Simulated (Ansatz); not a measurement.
## Li4NF: complex band structure

A new crystal, Li4NF: structure, gap and complex bands. It is built by putting F for Cl in the Li4NCl structure of space group R-3m, with the volume rescaled by atomic radii. The parent structure comes from the Materials Project.

Method: PBE DFT, plane waves, PAW files, in the first sound run; inputs show where later runs differ, in Ansatz 0.2.0.

The structure was built from a prototype and need not be the compound's stable phase.

**1. The starting structure**

It takes space group R-3m (No. 166, trigonal). The conventional cell has a = 3.501 Å, b = 3.501 Å, c = 18.928 Å, α = 90.00°, β = 90.00°, γ = 120.00°. Li has 1 N at 1.85 Å and 3 F at 2.41 Å nearest. Nearest to Li lie 3 N at 2.03 Å and 3 Li at 2.06 Å. Nearest to N lie 8 Li at 1.85 to 2.03 Å. Nearest to F lie 6 Li at 2.41 Å. It derives from Li4NCl. F for Cl in the Li4NCl structure of space group R-3m. Farther neighbours and most contacts between anions are not listed.

**2. Relaxing the new crystal**

The substituted atoms don't fit the parent's cell, so cell and atoms relax together. A small smearing keeps the run stable in case the gap closes on the way.

input.yaml

```yaml
crystal:
  lattice:
    - [1.7506205489, 1.0107212452, 6.3093172524]
    - [-1.7506205489, 1.0107212452, 6.3093172524]
    - [0.0, -2.0214424903, 6.3093172524]
  atoms:
    - { symbol: Li, position: [0.9025201, 0.9025201, 0.9025201] }
    - { symbol: Li, position: [0.0974799, 0.0974799, 0.0974799] }
    - { symbol: Li, position: [0.65554547, 0.65554547, 0.65554547] }
    - { symbol: Li, position: [0.34445453, 0.34445453, 0.34445453] }
    - { symbol: "N", position: [0.0, 0.0, 0.0] }
    - { symbol: F, position: [0.5, 0.5, 0.5] }
kpoints:
  mp_grid: { grid: [8, 8, 8] }
scf:
  occupations: { method: gaussian, width: 0.03 }
hamiltonian:
  xc: pbe
output:
  forces: true
  stress: true
relax:
  f_tol: 0.02
  max_steps: 60
  cell: {}
```

On the command line:

```sh
> ansatz run input.yaml --threads 2 --pin off --max-ram 4096MiB --backend cpu --events-out ev --progress --plain --runs-dir out
```

Numbers of over 12 decimals in the logs are rounded to 6 here.

The log of the run:

```text
basis.fft_grid_basis auto: the FFT boxes are laid along the combinations [[1, 0, -1], [0, 1, -1], [0, 0, 1]] of the cell's own vectors, 3.501, 3.501 and 6.625 Å long. The dense box has 24×24×45 points. Along the cell's own vectors, as sized, it would have 45×45×45, 3.52 times as many. Of the 12 symmetry operations that the crystal satisfies within crystal.symmetry.tolerance (time reversal apart; of a slab, those that [...]
Engine: ansatz 0.2.0, aarch64-unknown-linux-gnu
Pseudopotentials: kind: paw
Pseudopotential: Li, paw, valence charge 3, recommended cutoff 420 eV (normal), Li.paw.azcp
Pseudopotential: N, paw, valence charge 5, recommended cutoff 420 eV (normal), N.paw.azcp
Pseudopotential: F, paw, valence charge 7, recommended cutoff 420 eV (normal), F.paw.azcp
Functional definition: PBE
  parameter kappa = 0.804
  parameter beta = 0.066725
  exchange = pbe_x(kappa = kappa, mu = beta*pi^2/3)
  correlation = pbe_c(beta = beta)
Crystal: 6 atoms, lattice volume = 66.982 Å³
Basis set: ecut = 420 eV, 1311 PW (Γ), FFT grids on a1−a3, a2−a3, a3, exchange–correlation on 48×48×90 points (8 copies of the dense FFT grid, shifted against one another)
Bands: 18, of which v1, the nominal top of the filled ones, is band 12 counted from 1 (11 counted from 0)
Symmetry: 12 space group operations
Space group: R-3m (ITA 166), of the structure as read, at distance tolerance 4.1e-5 Å
k-points: 65 of 512
Non-local potential: Li, projectors of the file, l = 0: 3, l = 1: 2, l = 2: 1
Non-local potential: N, projectors of the file, l = 0: 2, l = 1: 2, l = 2: 1
Non-local potential: F, projectors of the file, l = 0: 2, l = 1: 2, l = 2: 1
PAW form: soft (Blöchl's): semilocal exchange-correlation on the pseudo side does not see the compensation charge
PAW one-centre angular grid: Li, 110 points (default); XC on 64 Gauss nodes
PAW one-centre angular grid: N, 110 points (default); XC on 64 Gauss nodes
PAW one-centre angular grid: F, 110 points (default); XC on 64 Gauss nodes
Initial density: superposition of atomic densities (neutral atoms: chi_scale 0, normalization atom), corrected by the library's trained network
Initial wavefunctions: pseudopotential atomic-orbital guess
Functional: x = pbe(κ = 0.804, μ = 0.219515), c = pbe(β = 0.066725)
SCF iter   1: F=—  HF=-2015.009433 eV  |F-HF|=—  |Δ(HF+E_count)|=         —  Δρ=1.70e-3  dr2=2.99e-3  ethr=1.77e-3  ⟨swp⟩=5.6  Hψ=5250  notcnv=0  defer=4
preconditioner: auto → none  [insulator: Δε(μ)=1.402 eV  Ē_g=10.782 eV  σ=0.030 eV  W_gap=1.00  n_scr=16 (ndim 8)  ℏωp=17.0 eV  f_vac=0.023  D(μ)=0.00/eV (n_scr^D=0)  ε∞_Penn≈3.5]
SCF iter   2: F=—  HF=-2015.008914 eV  |F-HF|=—  |Δ(HF+E_count)|=   5.18e-4  Δρ=1.39e-3  dr2=8.82e-4  ethr=1.24e-5  ⟨swp⟩=2.1  Hψ=2360  notcnv=0  defer=92
SCF iter   3: F=—  HF=-2015.008919 eV  |F-HF|=—  |Δ(HF+E_count)|=   4.69e-6  Δρ=7.74e-4  dr2=3.05e-4  ethr=3.68e-6  ⟨swp⟩=2.0  Hψ=1631  notcnv=0  defer=92
SCF iter   4: F=—  HF=-2015.008888 eV  |F-HF|=—  |Δ(HF+E_count)|=   3.08e-5  Δρ=1.40e-4  dr2=1.72e-5  ethr=1.27e-6  ⟨swp⟩=2.0  Hψ=1270  notcnv=0  defer=92
SCF iter   5: F=—  HF=-2015.008901 eV  |F-HF|=—  |Δ(HF+E_count)|=   1.29e-5  Δρ=1.11e-4  dr2=6.23e-6  ethr=7.17e-8  ⟨swp⟩=2.0  Hψ=1528  notcnv=0  defer=92
SCF iter   6: F=—  HF=-2015.008901 eV  |F-HF|=—  |Δ(HF+E_count)|=   4.26e-7  Δρ=4.23e-5  dr2=8.84e-7  ethr=2.60e-8  ⟨swp⟩=2.0  Hψ=1239  notcnv=0  defer=92
SCF iter   7: F=-2015.008901 eV  HF=-2015.008901 eV  |F-HF|=2.38e-8  |Δ(HF+E_count)|=   3.73e-8  Δρ=1.05e-5  dr2=5.65e-8  ethr=4.17e-10  ⟨swp⟩=3.0  Hψ=3546  notcnv=0
SCF 1 converged in 7 iterations: F = -2015.008901 eV  dr2 = 5.65e-8
  greatest PAW one-centre occupation: 1.000 electrons in one spin orbital (limit 2), on the Li atom at site 3 (counted from 0), in its partial waves of l = 0
relax step   1: F+E_penalty+E_count = -2015.00890076 eV  Δ(F+E_penalty+E_count) = +0.000e0 eV  max|allowed force component| = 1.108e0 eV/Å  Δτ_max = 0.0000 Å  P = -0.310 GPa  Ω = 66.982 Å³  (7 SCF iters, dr2 threshold 1.00e-7 eV, accepted)
Crystal: 6 atoms, lattice volume = 63.810 Å³
Basis set: ecut = 420 eV, 1245 PW (Γ), FFT grids on a1−a3, a2−a3, a3, exchange–correlation on 48×48×90 points (8 copies of the dense FFT grid, shifted against one another)
Initial density: handed on by an earlier stage of this run
Initial wavefunctions: those handed on with the density
iter 1 solved again at ethr=3.60e-4 eV; its pass at ethr=3.10e-3 eV (dr2=8.63e-2 eV) is discarded
SCF iter   1: F=—  HF=-2015.198148 eV  |F-HF|=—  |Δ(HF+E_count)|=         —  Δρ=1.27e-2  dr2=8.64e-2  ethr=3.60e-4  ⟨swp⟩=1.5  Hψ=6986  notcnv=0
preconditioner: auto → none  [insulator: Δε(μ)=1.256 eV  Ē_g=11.008 eV  σ=0.030 eV  W_gap=1.00  n_scr=16 (ndim 8)  ℏωp=17.4 eV  f_vac=0.000  D(μ)=0.00/eV (n_scr^D=0)  ε∞_Penn≈3.5]
SCF iter   2: F=—  HF=-2015.195909 eV  |F-HF|=—  |Δ(HF+E_count)|=   2.24e-3  Δρ=5.80e-3  dr2=1.89e-2  ethr=3.60e-4  ⟨swp⟩=2.0  Hψ=1560  notcnv=0
SCF iter   3: F=—  HF=-2015.196479 eV  |F-HF|=—  |Δ(HF+E_count)|=   5.71e-4  Δρ=1.11e-3  dr2=5.28e-4  ethr=7.86e-5  ⟨swp⟩=2.0  Hψ=2014  notcnv=0  defer=96
SCF iter   4: F=—  HF=-2015.196480 eV  |F-HF|=—  |Δ(HF+E_count)|=   5.63e-7  Δρ=1.76e-4  dr2=1.86e-5  ethr=2.20e-6  ⟨swp⟩=2.0  Hψ=1271  notcnv=0  defer=96
SCF iter   5: F=—  HF=-2015.196486 eV  |F-HF|=—  |Δ(HF+E_count)|=   5.88e-6  Δρ=5.63e-5  dr2=1.35e-6  ethr=7.75e-8  ⟨swp⟩=2.1  Hψ=1476  notcnv=0  defer=96
SCF iter   6: F=-2015.196485 eV  HF=-2015.196485 eV  |F-HF|=3.50e-9  |Δ(HF+E_count)|=   4.12e-7  Δρ=5.63e-6  dr2=1.65e-8  ethr=2.50e-9  ⟨swp⟩=4.0  Hψ=3445  notcnv=0
SCF 2 converged in 6 iterations: F = -2015.196485 eV  dr2 = 1.65e-8
relax step   2: F+E_penalty+E_count = -2015.19648516 eV  Δ(F+E_penalty+E_count) = -1.876e-1 eV  max|allowed force component| = 3.997e-1 eV/Å  Δτ_max = 0.1351 Å  P = -0.358 GPa  Ω = 63.810 Å³  energy of the carried Pulay correction = +6.318e-3 eV  (6 SCF iters, dr2 threshold 6.00e-7 eV, accepted)
Crystal: 6 atoms, lattice volume = 62.201 Å³
Basis set: ecut = 420 eV, 1231 PW (Γ), FFT grids on a1−a3, a2−a3, a3, exchange–correlation on 48×48×90 points (8 copies of the dense FFT grid, shifted against one another)
iter 1 solved again at ethr=7.51e-5 eV; its pass at ethr=3.10e-3 eV (dr2=1.80e-2 eV) is discarded
SCF iter   1: F=—  HF=-2015.230553 eV  |F-HF|=—  |Δ(HF+E_count)|=         —  Δρ=5.98e-3  dr2=1.80e-2  ethr=7.51e-5  ⟨swp⟩=1.5  Hψ=7028  notcnv=0
preconditioner: auto → none  [insulator: Δε(μ)=1.033 eV  Ē_g=11.246 eV  σ=0.030 eV  W_gap=1.00  n_scr=16 (ndim 8)  ℏωp=17.6 eV  f_vac=0.002  D(μ)=0.00/eV (n_scr^D=0)  ε∞_Penn≈3.5]
SCF iter   2: F=—  HF=-2015.229975 eV  |F-HF|=—  |Δ(HF+E_count)|=   5.78e-4  Δρ=2.73e-3  dr2=3.88e-3  ethr=7.50e-5  ⟨swp⟩=2.0  Hψ=1560  notcnv=0
SCF iter   3: F=—  HF=-2015.230142 eV  |F-HF|=—  |Δ(HF+E_count)|=   1.67e-4  Δρ=4.28e-4  dr2=7.68e-5  ethr=1.62e-5  ⟨swp⟩=2.2  Hψ=1795  notcnv=0
SCF iter   4: F=—  HF=-2015.230146 eV  |F-HF|=—  |Δ(HF+E_count)|=   3.77e-6  Δρ=9.54e-5  dr2=4.54e-6  ethr=3.20e-7  ⟨swp⟩=2.0  Hψ=1785  notcnv=0
iter 5 did not close the SCF: its close was put off for the readings that it lacked (scf_convergence_deferred on its scf_iter line)
SCF iter   5: F=-2015.230147 eV  HF=-2015.230147 eV  |F-HF|=9.70e-8  |Δ(HF+E_count)|=   9.87e-7  Δρ=1.97e-5  dr2=1.52e-7  ethr=1.89e-8  ⟨swp⟩=2.0  Hψ=1481  notcnv=0
SCF iter   6: F=-2015.230147 eV  HF=-2015.230147 eV  |F-HF|=1.31e-9  |Δ(HF+E_count)|=   2.92e-8  Δρ=2.92e-6  dr2=3.88e-9  ethr=6.33e-10  ⟨swp⟩=2.0  Hψ=3671  notcnv=0
SCF 3 converged in 6 iterations: F = -2015.230147 eV  dr2 = 3.88e-9
relax step   3: F+E_penalty+E_count = -2015.23014688 eV  Δ(F+E_penalty+E_count) = -3.366e-2 eV  max|allowed force component| = 1.236e-1 eV/Å  Δτ_max = 0.0566 Å  P = -0.019 GPa  Ω = 62.201 Å³  energy of the carried Pulay correction = +9.643e-3 eV  (6 SCF iters, dr2 threshold 6.00e-7 eV, accepted)
[...]
relax step   4: F+E_penalty+E_count = -2015.24012419 eV  Δ(F+E_penalty+E_count) = -9.977e-3 eV  max|allowed force component| = 7.482e-2 eV/Å  Δτ_max = 0.0386 Å  P = +0.154 GPa  Ω = 61.559 Å³  energy of the carried Pulay correction = +1.099e-2 eV  (6 SCF iters, dr2 threshold 6.00e-7 eV, accepted)
[...]
relax step   5: F+E_penalty+E_count = -2015.24282582 eV  Δ(F+E_penalty+E_count) = -2.702e-3 eV  max|allowed force component| = 2.595e-3 eV/Å  Δτ_max = 0.0362 Å  P = +0.017 GPa  Ω = 61.641 Å³  energy of the carried Pulay correction = +1.082e-2 eV  (6 SCF iters, dr2 threshold 3.50e-7 eV, accepted)
[...]
relax step   6: F+E_penalty+E_count = -2015.24299023 eV  Δ(F+E_penalty+E_count) = -1.644e-4 eV  max|allowed force component| = 2.549e-3 eV/Å  Δτ_max = 0.0029 Å  P = -0.020 GPa  Ω = 61.613 Å³  energy of the carried Pulay correction = +1.088e-2 eV  (6 SCF iters, dr2 threshold 5.29e-8 eV, accepted)
[...]
relax step   7: F+E_penalty+E_count = -2015.23723813 eV  Δ(F+E_penalty+E_count) = +5.752e-3 eV  max|allowed force component| = 2.385e-3 eV/Å  Δτ_max = 0.0000 Å  P = -0.232 GPa  Ω = 61.613 Å³  stress off target by 3.06e-1 GPa  SCF on the basis re-selected at this cell (its energy is not comparable with the rows above)  (6 SCF iters)
[...]
relax step   8: F+E_penalty+E_count = -2015.23818999 eV  Δ(F+E_penalty+E_count) = -9.519e-4 eV  max|allowed force component| = 1.555e-3 eV/Å  Δτ_max = 0.0035 Å  P = +0.003 GPa  Ω = 61.280 Å³  energy of the carried Pulay correction = +6.861e-4 eV  (6 SCF iters, dr2 threshold 2.34e-7 eV, accepted)
iter 1 solved again at ethr=1.35e-8 eV; its pass at ethr=3.10e-3 eV (dr2=3.25e-6 eV) is discarded
SCF iter   1: F=—  HF=-2015.237549 eV  |F-HF|=—  |Δ(HF+E_count)|=         —  Δρ=3.81e-5  dr2=1.43e-7  ethr=1.35e-8  ⟨swp⟩=3.0  Hψ=8248  notcnv=0
preconditioner: auto → none  [insulator: Δε(μ)=0.777 eV  Ē_g=11.385 eV  σ=0.030 eV  W_gap=1.00  n_scr=16 (ndim 8)  ℏωp=17.7 eV  f_vac=0.005  D(μ)=0.00/eV (n_scr^D=0)  ε∞_Penn≈3.4]
SCF iter   2: F=—  HF=-2015.237541 eV  |F-HF|=—  |Δ(HF+E_count)|=   8.46e-6  Δρ=1.57e-5  dr2=2.20e-8  ethr=5.95e-10  ⟨swp⟩=2.0  Hψ=1950  notcnv=0
SCF iter   3: F=—  HF=-2015.237541 eV  |F-HF|=—  |Δ(HF+E_count)|=   5.83e-8  Δρ=4.86e-6  dr2=1.73e-9  ethr=9.17e-11  ⟨swp⟩=2.2  Hψ=1508  notcnv=0
iter 4 did not close the SCF: its close was put off for the readings that it lacked (scf_convergence_deferred on its scf_iter line)
SCF iter   4: F=-2015.237541 eV  HF=-2015.237541 eV  |F-HF|=7.96e-12  |Δ(HF+E_count)|=   7.08e-9  Δρ=3.28e-7  dr2=4.87e-11  ethr=7.22e-12  ⟨swp⟩=2.0  Hψ=1690  notcnv=0
iter 5 did not close the SCF: its close was put off for the readings that it lacked (scf_convergence_deferred on its scf_iter line)
SCF iter   5: F=-2015.237541 eV  HF=-2015.237541 eV  |F-HF|=1.59e-12  |Δ(HF+E_count)|=  3.18e-11  Δρ=7.83e-8  dr2=2.06e-12  ethr=1.00e-12  ⟨swp⟩=1.0  Hψ=1170  notcnv=0
SCF iter   6: F=-2015.237541 eV  HF=-2015.237541 eV  |F-HF|=2.27e-13  |Δ(HF+E_count)|=  2.96e-12  Δρ=1.19e-8  dr2=4.53e-14  ethr=1.00e-12  ⟨swp⟩=2.0  Hψ=3065  notcnv=0
SCF 9 converged in 6 iterations: F = -2015.237541 eV  dr2 = 4.53e-14
relax step   9: F+E_penalty+E_count = -2015.23754099 eV  Δ(F+E_penalty+E_count) = +6.490e-4 eV  max|allowed force component| = 1.583e-3 eV/Å  Δτ_max = 0.0000 Å  P = -0.012 GPa  Ω = 61.280 Å³  stress off target by 1.74e-2 GPa  SCF on the basis re-selected at this cell (its energy is not comparable with the rows above)  (6 SCF iters)
basis re-selected at this cell: Δ(F+E_penalty+E_count) = +6.490e-4 eV, ΔP = -0.014 GPa vs the last step (what re-selecting the basis moved, of the pressure what is left beyond the Pulay correction that the steps carried, after the strain that the cell walked since its last selection, with what the two solves' SCF thresholds leave and, on support functions, any second-order correction that the steps lacked; it is no m [...]
SCF converged after 6 iterations
Free energy (F): -2015.237541 eV
Harris-Foulkes:  -2015.237541 eV  (|F-HF|=2.27e-13)
Internal energy: -2015.237541 eV  (E = F + TS)
E sigma→0 (E₀):  -2015.237541 eV
Fermi energy:    4.243324 eV
--- Per-component energies (eV) ---
  E_band       = -387.597340
  E_kinetic    = 427.796450
  E_local      = -1342.320239  (includes V_loc(G=0)·N_el)
  E_nonlocal   = -13.665258
  E_hartree    = 456.571086
  E_xc         = -185.551625
  E_vxc        = -237.502486  (∫ρ·V_xc dr)
  E_paw        = -411.325891  (= ΣΔE_a)
  E_vpaw       = -135.050273  (= ΣTr[D̂ρ^β])
  E_aug_tail   = 0.002295  (compensation charges beyond the density's cutoff)
  E_ewald      = -946.744360
  E_smearing   = -0.000000  (= −TS)
  E_closure    = -0.000000  (closes the sum)
  Σ components = -2015.237541   (vs F -2015.237541, Δ=0.00e0)
--- Forces (eV/Å), atoms counted from 1 ---
  atom   1  Li     0.00000000    -0.00000000    -0.00158281
  atom   2  Li    -0.00000000     0.00000000     0.00158281
  atom   3  Li    -0.00000000    -0.00000000    -0.00047034
  atom   4  Li     0.00000000     0.00000000     0.00047034
  atom   5  N      0.00000000     0.00000000    -0.00000000
  atom   6  F      0.00000000     0.00000000    -0.00000000
  max |Σ_I F_I| component: 2.31e-18 eV/Å
--- Stress (GPa, compression-positive) ---
       -0.017398       0.000000      -0.000000
        0.000000      -0.017398       0.000000
       -0.000000       0.000000       0.000003
  P = ⅓ Tr σ = -0.0116 GPa (-0.116 kbar)
--- Relaxed structure (7 steps of the walk, 7 accepted, 2 SCFs on fresh bases) ---
  F+E_penalty+E_count = -2015.23754099 eV   max|allowed force component| = 1.583e-3 eV/Å   (the final SCF, on the basis selected at the relaxed cell)
  cell:  # Å, volume = 61.2796 Å³
    - [1.734081, 1.001172, 5.882836]
    - [-1.734081, 1.001172, 5.882836]
    - [0, -2.002344, 5.882836]
  atoms:
    - { symbol: Li, position: [0.891545, 0.891545, 0.891545] }
    - { symbol: Li, position: [0.108455, 0.108455, 0.108455] }
    - { symbol: Li, position: [0.648462, 0.648462, 0.648462] }
    - { symbol: Li, position: [0.351538, 0.351538, 0.351538] }
    - { symbol: N, position: [0, 0, 0] }
    - { symbol: F, position: [0.500000, 0.500000, 0.500000] }
```

Run time: 14 s. Hardware: 2 threads of Arm Neoverse V2, shared host; peak memory 0.37 GiB; 27 s of CPU time.

Relaxation path:

```tsv
step	energy less that of the first step (eV)	largest force component (eV/Å)	pressure (GPa)	volume (Å³)
1	0.0000	1.1083	-0.31	66.98
2	-0.1876	0.3997	-0.36	63.81
3	-0.2212	0.1236	-0.02	62.20
4	-0.2312	0.0748	0.15	61.56
5	-0.2339	0.0026	0.02	61.64
6	-0.2341	0.0025	-0.02	61.61
7*	-0.2283	0.0024	-0.23	61.61
8	-0.2293	0.0016	0.00	61.28
9*	-0.2286	0.0016	-0.01	61.28
```

Relaxation steps marked * repeat the geometry before them on a plane-wave basis chosen anew for their cell, so energy and pressure can jump there.

The run keeps the 12 symmetry operations that it works with, so distortions that break them were not tested.

```tsv
conventional cell, symmetrised	before	after	change
a (Å)	3.501	3.468	-0.9 %
b (Å)	3.501	3.468	-0.9 %
c (Å)	18.928	17.649	-6.8 %
volume (Å³/atom)	11.16	10.21	-8.5 %
```

The atoms that moved most (Å, as changes of fractional coordinates times the final cell):

```tsv
atom	dx	dy	dz	length
Li2	0.000	0.000	0.194	0.194
Li1	0.000	0.000	-0.194	0.194
Li4	0.000	0.000	0.125	0.125
Li3	0.000	0.000	-0.125	0.125
```

Final coordinates:

```
Li N F
1.0
     1.73408    1.00117    5.88284
    -1.73408    1.00117    5.88284
     0.00000   -2.00234    5.88284
Li N F
4 1 1
Direct
  0.89155 0.89155 0.89155
  0.10845 0.10845 0.10845
  0.64846 0.64846 0.64846
  0.35154 0.35154 0.35154
  0.00000 0.00000 0.00000
  0.50000 0.50000 0.50000
```

Numbers from this step:

| Item | Value |
| --- | --- |
| free energy | -2015.2375 eV |
| Fermi energy | 4.243 eV |
| pressure | -0.01160 GPa |

The largest force component on a free atom ends at 0.0016 eV/Å.

**3. Band edges**

The energy window and the wavevectors of the next steps follow from the band edges, so these are searched first, off the mesh as well.

input.yaml

```yaml
crystal:
  lattice:
    - [1.7340805013, 1.0011718442, 5.8828363089]
    - [-1.7340805013, 1.0011718442, 5.8828363089]
    - [0.0, -2.0023436884, 5.8828363089]
  atoms:
    - { symbol: Li, position: [0.8915453755, 0.8915453755, 0.8915453755] }
    - { symbol: Li, position: [0.1084546245, 0.1084546245, 0.1084546245] }
    - { symbol: Li, position: [0.6484623366, 0.6484623366, 0.6484623366] }
    - { symbol: Li, position: [0.3515376634, 0.3515376634, 0.3515376634] }
    - { symbol: "N", position: [0.0, 0.0, 0.0] }
    - { symbol: F, position: [0.5, 0.5, 0.5] }
kpoints:
  mp_grid: { grid: [8, 8, 8] }
  band_path: { path: [VBM, CBM], npoints: 30 }
scf:
  occupations: { method: fixed }
hamiltonian:
  xc: pbe
output:
  eigenvalues: true
  write_potential: true
  write_density: true
  volumetric_format: npy
```

The log of the run:

```text
[...]
Crystal: 6 atoms, lattice volume = 61.280 Å³
Basis set: ecut = 420 eV, 1219 PW (Γ), FFT grids on a1−a2, a2, −a2+a3
Bands: 18, of which v1, the nominal top of the filled ones, is band 12 counted from 1 (11 counted from 0)
Symmetry: 12 space group operations
[...]
k-points: 65 of 512
[...]
SCF iter   1: F=—  HF=-2015.238053 eV  |F-HF|=—  |Δ(HF+E_count)|=         —  Δρ=1.62e-3  dr2=2.82e-3  ethr=1.77e-3  ⟨swp⟩=3.9  Hψ=4678  notcnv=0  defer=248
[...]
SCF iter   6: F=-2015.237628 eV  HF=-2015.237628 eV  |F-HF|=6.08e-8  |Δ(HF+E_count)|=   8.45e-7  Δρ=1.57e-5  dr2=7.44e-8  ethr=4.17e-10  ⟨swp⟩=6.2  Hψ=4991  notcnv=0
SCF 1 converged in 6 iterations: F = -2015.237628 eV  dr2 = 7.44e-8
[...]
NSCF: frozen V_eff on 32 k-points
[...]
SCF converged after 6 iterations
Free energy (F): -2015.237628 eV
[...]
Internal energy: -2015.237628 eV  (E = F + TS)
E sigma→0 (E₀):  -2015.237628 eV
Fermi energy:    3.854095 eV
[...]
--- Band table (eV; the first three rows and the last of 65) ---
  k-point 0: bands = [... 8 lower, -2.2757, 1.8189, 3.8541, 3.8541, 4.6311, 9.5002, 9.9502, 12.3191, ... 2 higher]
  k-point 1: bands = [... 8 lower, -2.3115, 1.9097, 3.3545, 3.6626, 5.1199, 9.0857, 10.2734, 12.5112, ... 2 higher]
  k-point 2: bands = [... 8 lower, -2.3966, 2.1378, 2.6246, 3.2546, 5.9788, 8.3126, 10.9191, 12.0362, ... 2 higher]
  k-point 64: bands = [... 8 lower, -2.2752, 1.3474, 3.8391, 3.8391, 5.5219, 7.6029, 11.4862, 12.4152, ... 2 higher]
```

Elapsed: 2.5 s, on 2 threads; peak memory 0.33 GiB.

Numbers from this step:

* free energy: -2015.2376 eV
* Fermi energy: 3.854 eV
* gap on the k-mesh: 0.7770 eV
* gap on path: 0.7768 eV, by band count; negative where bands overlap
* direct gap on path: 0.7770 eV
* edge places on path: 0.001113, 0.01113 1/A along the path

Electronic bands along the path, in eV, zero at the Fermi level (highest filled level under fixed occupations); v1 is the highest filled band, c1 the lowest empty one:

```tsv
point	v4	v3	v2	v1	c1	c2	c3
VBM	-6.13	-2.04	0.00	0.00	0.78	5.64	6.10
halfway	-6.13	-2.04	0.00	0.00	0.78	5.64	6.10
CBM	-6.13	-2.04	0.00	0.00	0.78	5.65	6.10
```

The electronic bands as a text plot (rows in eV; labels by their first letter):

```
    5.8 |++++++++++++++++++++++++++++++++++++++++++++++++++++++++
    5.3 |
    4.8 |
    4.3 |
    3.7 |
    3.2 |
    2.7 |
    2.1 |
    1.6 |
    1.1 |
    0.6 |++++++++++++++++++++++++++++++++++++++++++++++++++++++++
    0.0 |********************************************************
   -0.5 |
   -1.0 |
   -1.6 |
   -2.1 |********************************************************
   -2.6 |
   -3.1 |
   -3.7 |
   -4.2 |
   -4.7 |
   -5.2 |
   -5.8 |
   -6.3 |********************************************************
         V                                                      C
```

The searched edges give 0.777 eV, as on the mesh.

[end of part 1 of 2]

[Logs are printed without paths, hosts, clocks, repeated set-up lines and the standing remarks that a program may print on its own settings, such as how far it seeks lower states.]

[Hosts, paths, dates, database ids (printed as entryN), source tags and the programs' standing remarks are cut or masked in the printed files.]
